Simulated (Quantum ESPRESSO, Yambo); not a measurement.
# SrTiO3 (Tausonite): G0W0 with Yambo, start to end, part 3 of 3

Wanted: ground state, empty states, screening and self-energy for SrTiO3 (Tausonite).

Quantum ESPRESSO 7.5 and Yambo 5.3.0; PBE and many-body steps on it, plane waves. Known limits of the many-body steps: not at the basis limit; no spin-orbit coupling; coarse k mesh.

So far. Step 3 (Bands along the symmetry lines): The gap is 1.908 eV, as in the run before at this level. Step 4 (Empty states on the mesh, 4×4×4 mesh, 107 bands): On this mesh the gap is 1.908 eV.

### 6. Screening and self-energy, 4×4×4 mesh, 107 bands, screening to 122.5 eV

G0W0 replaces the xc potential by the self-energy, built once from these orbitals. Only a window of levels is corrected, while the sums run over the empty bands that the input names.

This step: G0W0 on PBE, plane waves, norm-conserving pseudopotentials.

File gw1.in:

```
HF_and_locXC
gw0
dyson
ppa
em1d
rim_cut
RandQpts= 1000000
RandGvec= 1 RL
EXXRLvcs= 76 Ry
VXCRLvcs= 304 Ry
Chimod= "HARTREE"
% BndsRnXp
 1 | 107 |
%
NGsBlkXp= 9 Ry
% LongDrXp
 1 | 1 | 1 |
%
% GbndRnge
 1 | 107 |
%
DysSolver= "n"
ExtendOut
PPAPntXp= 27.21138 eV
% QPkrange
 10 | 10 | 19 | 22 |
 1 | 1 | 19 | 22 |
%
```

Started as:

```console
> OMP_NUM_THREADS=1 mpirun -n 4 yambo -F gw1.in -J gw1 -C gw1 > gw1.log
```

What it wrote:

```text
 Yambo, version 5.3.0

 [02] CORE Variables Setup
 =========================

  [... cell, symmetries and grids as in the set-up ...]

  [02.05] Energies & Occupations
  ==============================

  [X] === General ===
  [X] Electronic Temperature                        :  0.000000  0.000000 [eV K]
  [X] Bosonic    Temperature                        :  0.000000  0.000000 [eV K]
  [X] Finite Temperature mode                       : no
  [X] El. density                                   :  0.67159E+24 [cm-3]
  [X] Fermi Level                                   :  10.04689 [eV]

  [X] === Gaps and Widths ===
  [X] Conduction Band Min                           :  1.907663 [eV]
  [X] Valence Band Max                              :  0.000000 [eV]
  [X] Filled Bands                                  :  20
  [X] Empty Bands                                   :   21  107
  [X] Direct Gap                                    :  2.262791 [eV]
  [X] Direct Gap localized at k                     :  1
  [X] Indirect Gap                                  :  1.907663 [eV]
  [X] Indirect Gap between kpts                     :  10   1
  [X] Last valence band width                       :  0.731989 [eV]
  [X] 1st conduction band width                     :  2.609048 [eV]

 [03] Transferred momenta grid and indexing
 ==========================================

 IBZ Q-points                                      :  10
 BZ  Q-points                                      :   64

 K/Q-points units:
 rlu = crystal or reduced units; cc = cartesian coordinates; iku = interal k-units

 Q [ 1]         [rlu]:  0.000000  0.000000  0.000000
 Q [ 2]         [rlu]:  0.000000  0.000000  0.250000
 Q [ 3]         [rlu]:  0.000000  0.000000 -0.500000
 Q [ 4]         [rlu]:  0.000000  0.250000  0.250000
 Q [ 5]         [rlu]:  0.000000  0.250000 -0.500000
 Q [ 6]         [rlu]:  0.000000 -0.500000 -0.500000
 Q [ 7]         [rlu]:  0.250000  0.250000  0.250000
 Q [ 8]         [rlu]:  0.250000  0.250000 -0.500000
 Q [ 9]         [rlu]:  0.250000 -0.500000 -0.500000
 Q [10]         [rlu]: -0.500000 -0.500000 -0.500000

 [04] Coloumb potential Random Integration (RIM)
 ===============================================

  [04.01] RIM initialization
  ==========================

  * Diagonal components only detected *

  8 x (sBL volume)        :  0.077143 [a.u.]
  sBZ random points       :  1000000
  Points outside the sBZ  :   7992674
  RL volume               :  0.617144 [a.u.]
  Integrated volume       :  0.617710 [a.u.]

  [04.02] RIM integrals
  =====================

  Gamma point sphere radius             :  0.077218 [a.u.]
  Points outside the sphere             :   799758
  [Int_sBZ(q=0) 1/q^2]*(Vol_sBZ)^(-1/3) =:  7.677921
                                 should be <:  7.795600

  Summary of Coulomb integrals for non-metallic bands |Q|[au] RIM/Bare

  Q [1] 0.100000E-4 0.984904 * Q [2] 0.212848 1.050352
  Q [4] 0.301012 1.048056 * Q [7] 0.368663 1.034451
  Q [3] 0.425695 1.019613 * Q [5] 0.475942 1.017752
  Q [8] 0.521368 1.015471 * Q [6] 0.602024 1.012155
  Q [9] 0.638543 1.010963 * Q [10] 0.737326 1.008585

 [05] Dipoles
 ============

  [05.01] Setup: observables and procedures
  =========================================

  [WARNING] [x,Vnl] slows the Dipoles computation. To neglect it rename the ns.kb_pp file

 [06] Dynamic Dielectric Matrix (PPA)
 ====================================

 [WR./gw1//ndb.pp]---------------------------------------------------------------
  Brillouin Zone Q/K grids (IBZ/BZ)                :   10   64   10   64
  RL vectors                                       :   5743 [WF]
  Coulomb cutoff potential                         : none
  Electronic Temperature                           :  0.000000 [K]
  Bosonic    Temperature                           :  0.000000 [K]
  PPA    diel. fun.  energies                      : Perdew, Burke & Ernzerhof(X)+Perdew, Burke & Ernzerhof(C)
  wavefunctions                                    : Perdew, Burke & Ernzerhof(X)+Perdew, Burke & Ernzerhof(C)
  Global Gauge                                     : length
  X matrix size                                    :  203
  X band range                                     :    1  107
  X e/h energy range                               : -1.000000 -1.000000 [eV]
  X Time ordering                                  : R
  X Hxc Kernel                                     : HARTREE
  X Drude frequency                                :  0.000000  0.000000
  X poles                                          :  100.0000 [o/o]
  RL vectors in the sum                            :   5743
  [r,Vnl] included                                 : yes
  Field direction                                  :  0.577350E-5  0.577350E-5  0.577350E-5
  BZ energy Double Grid                            : no
  BZ energy DbGd points                            : 0
  BZ Q point size factor                           : -1.000000
  X Optical Averaged directions                    : none

 [07] Local Exchange-Correlation + Non-Local Fock
 ================================================

 [VXC] Plane waves :   36041
 [EXS] Plane waves :   4553

 QP @ state[ 1 ] K range:  1  1
 QP @ state[ 1 ] b range:  19  22
 QP @ state[ 2 ] K range:  10  10
 QP @ state[ 2 ] b range:  19  22

 [xc] Functional : Perdew, Burke & Ernzerhof(X)+Perdew, Burke & Ernzerhof(C)
 [xc] LIBXC used to calculate xc functional
  PP Number of Atomic Species                      :  3
  NLCC RL compoments                               :   36041
  PP Number of Atomic Species                      :  3
  NLCC RL compoments                               :   36041

 [xc] E_xc :  -22.32465 [Ha]
      E_xc :  -44.64930 [Ry]

  Local XC kind (lXC) : Perdew, Burke & Ernzerhof(X)+Perdew, Burke & Ernzerhof(C)
  Non-Local XC kind (nlXC) : Hartree-Fock

  Corrections @ K [1] :  [eV]
 <19|nlXC|19> = -25.25794  0.65387E-17 <19|lXC|19> = -20.54185 -0.56645E-15
 <20|nlXC|20> = -25.25794  0.50188E-17 <20|lXC|20> = -20.54184  0.000000
 <21|nlXC|21> = -11.48489 -0.11116E-17 <21|lXC|21> = -18.88296  0.23602E-16
 <22|nlXC|22> = -11.48493 -0.22642E-17 <22|lXC|22> = -18.88296  0.28323E-15

  Corrections @ K [10] :  [eV]
 <19|nlXC|19> = -25.09237 -0.70496E-17 <19|lXC|19> = -20.19479 -0.56645E-15
 <20|nlXC|20> = -25.09238  0.61762E-17 <20|lXC|20> = -20.19479 -0.18882E-15
 <21|nlXC|21> = -12.96587  0.63845E-19 <21|lXC|21> = -21.98335  0.75527E-15
 <22|nlXC|22> = -12.96587 -0.73604E-18 <22|lXC|22> = -21.98335  0.18882E-15

  [07.01] Hartree-Fock occupations report
  =======================================

  [Hartree-Fock] === General ===
  [Hartree-Fock] Electronic Temperature             :  0.000000  0.000000 [eV K]
  [Hartree-Fock] Bosonic    Temperature             :  0.000000  0.000000 [eV K]
  [Hartree-Fock] Finite Temperature mode            : no
  [Hartree-Fock] El. density                        :  0.67159E+24 [cm-3]
  [Hartree-Fock] Fermi Level                        :  10.04689 [eV]

  [Hartree-Fock] === Gaps and Widths ===
  [Hartree-Fock] Conduction Band Min                :  1.989030 [eV]
  [Hartree-Fock] Valence Band Max                   : -0.043408 [eV]
  [Hartree-Fock] Filled Bands                       :  20
  [Hartree-Fock] Empty Bands                        :   21  107
  [Hartree-Fock] Direct Gap                         :  2.584165 [eV]
  [Hartree-Fock] Direct Gap localized at k          :  2
  [Hartree-Fock] Indirect Gap                       :  2.032438 [eV]
  [Hartree-Fock] Indirect Gap between kpts          :   9   2
  [Hartree-Fock] Last valence band width            :  5.027816 [eV]
  [Hartree-Fock] 1st conduction band width          :  11.54516 [eV]

 [08] Dyson equation: Newton solver
 ==================================

  [08.01] G0W0 (W PPA)
  ====================

  [  GW  ] Bands range     :    1  107
  [GW/PPA] G damping       :  0.100000 [eV]

  QP @ state[ 1 ] K range:  1  1
  QP @ state[ 1 ] b range:  19  22
  QP @ state[ 2 ] K range:  10  10
  QP @ state[ 2 ] b range:  19  22

   Sc/G bands                                       :    1  107
   Sc/G damping                                     :  0.100000 ev
   Sc bands terminator                              : no
   Sx RL components                                 :   4553

   QP @ state[ 1 ] K range                          :  1  1
   QP @ state[ 1 ] b range                          :  19  22
   QP @ state[ 2 ] K range                          :  10  10
   QP @ state[ 2 ] b range                          :  19  22
   GF energies kind                                 : Perdew, Burke & Ernzerhof(X)+Perdew, Burke & Ernzerhof(C)
   GF WF`s kind                                     : Perdew, Burke & Ernzerhof(X)+Perdew, Burke & Ernzerhof(C)
   Xs energies kind                                 : Perdew, Burke & Ernzerhof(X)+Perdew, Burke & Ernzerhof(C)
   Xs WF`s kind                                     : Perdew, Burke & Ernzerhof(X)+Perdew, Burke & Ernzerhof(C)

 [11] Game Over & Game summary
```

The job ended after 1.8 min (4 MPI ranks of Arm Neoverse V1, shared host; peak memory 1.7 GiB).

Numbers from this step:

```yaml
g0w0_gap_on_the_points_computed: 3.489 eV
starting_gap_on_the_mesh: 1.908 eV
k_of_the_valence_top: -0.5, -0.5, -0.5
k_of_the_conduction_bottom: 0, 0, 0
least_direct_g0w0_gap_on_the_computed_points: 3.857 eV
z_at_the_valence_top: 0.7678
z_at_the_conduction_bottom: 0.7802
```

The gap on the mesh goes from 1.91 eV to 3.49 eV, a correction of +1.58 eV.

Limits: finite bands, cutoff and mesh; no spin-orbit coupling; coarse k mesh. v1 is the top filled band, c1 the lowest empty one. Levels before and after the correction, in eV, zero at the valence-band top of each column:

```csv
,conduction bottom,valence top
Kohn-Sham,1.91,0.00
G0W0,3.49,0.00
```

```csv
,level,energy (eV)
Kohn-Sham,Γ v2-v1,-0.355
Kohn-Sham,Γ c1-c2,1.908
Kohn-Sham,(-0.5 -0.5 -0.5) v2-v1,0.000
Kohn-Sham,(-0.5 -0.5 -0.5) c1-c2,4.517
G0W0,Γ v2-v1,-0.368
G0W0,Γ c1-c2,3.489
G0W0,(-0.5 -0.5 -0.5) v2-v1,0.000
G0W0,(-0.5 -0.5 -0.5) c1-c2,6.425
```

### 7. Where the time went

Times are wall times on the hardware named with each run, good to a factor of about two.

```csv
step,time,share,memory (GiB)
ground state,16 s,10 %,0.32
bands along the symmetry lines,11 s,7 %,0.26
empty states on the mesh,13 s,8 %,0.38
conversion and set-up,3.3 s,2 %,0.25
screening and self-energy,1.8 min,72 %,1.7
```

### 8. Summary of results

```json
{
  "PBE gap": "1.91 eV, indirect",
  "G0W0 gap on the mesh": "3.49 eV",
  "GW settings": "4×4×4 mesh, 107 bands, screening to 122.5 eV, Godby-Needs plasmon pole",
  "known limits": "not at the basis limit; no spin-orbit coupling; coarse k mesh"
}
```

**Reading.** G0W0 moves the gap on the mesh from 1.91 eV to 3.49 eV (+1.58 eV), with Z of 0.77 and 0.78 at the edges. Only 2 of the mesh's irreducible points were corrected, so a valley elsewhere could overtake. The dearest step here is «screening and self-energy». Against experiment, by G0W0@PBE: the direct gap of 3.86 eV lies +0.09 eV from the measured 3.77 eV (direct, 300 K, 2013). An exciton line or allowed optical edge lies below the quasiparticle gap by the binding energy; a forbidden edge can push the onset above it. The calculation has static nuclei and no excitons; a measured gap holds zero-point and thermal motion, which mostly lowers it. Bands and cutoff are finite, so the gap is not at the basis limit. The miss can reach some tenths of an eV and take either sign; the mesh is an error of its own. In the G0W0 run levels were corrected at 2 k points alone, so a gap called «on the mesh» is the least over those, and an edge elsewhere would be missed. The 4×4×4 mesh is coarse for this cell, which bears on the long-range parts of exchange and screening. This is the ideal cubic cell; many perovskites, halides above all, are cubic only on average, and local tilts or off-centring can widen the gap. The many-body steps are scalar-relativistic: spin-orbit coupling is not in them.

[Paths, hosts, dates, memory and timing lines, banners, echoed tables and standing remarks are left out of the program output.]

[Logs are printed without paths, hosts, clocks, repeated set-up lines and the standing remarks that a program may print on its own settings, such as how far it seeks lower states.]

[Runs of the session that timed out or met a known fault of the program may be left out.]

[Hosts, paths, dates, database ids (printed as entryN), source tags and the programs' standing remarks are cut or masked in the printed files.]
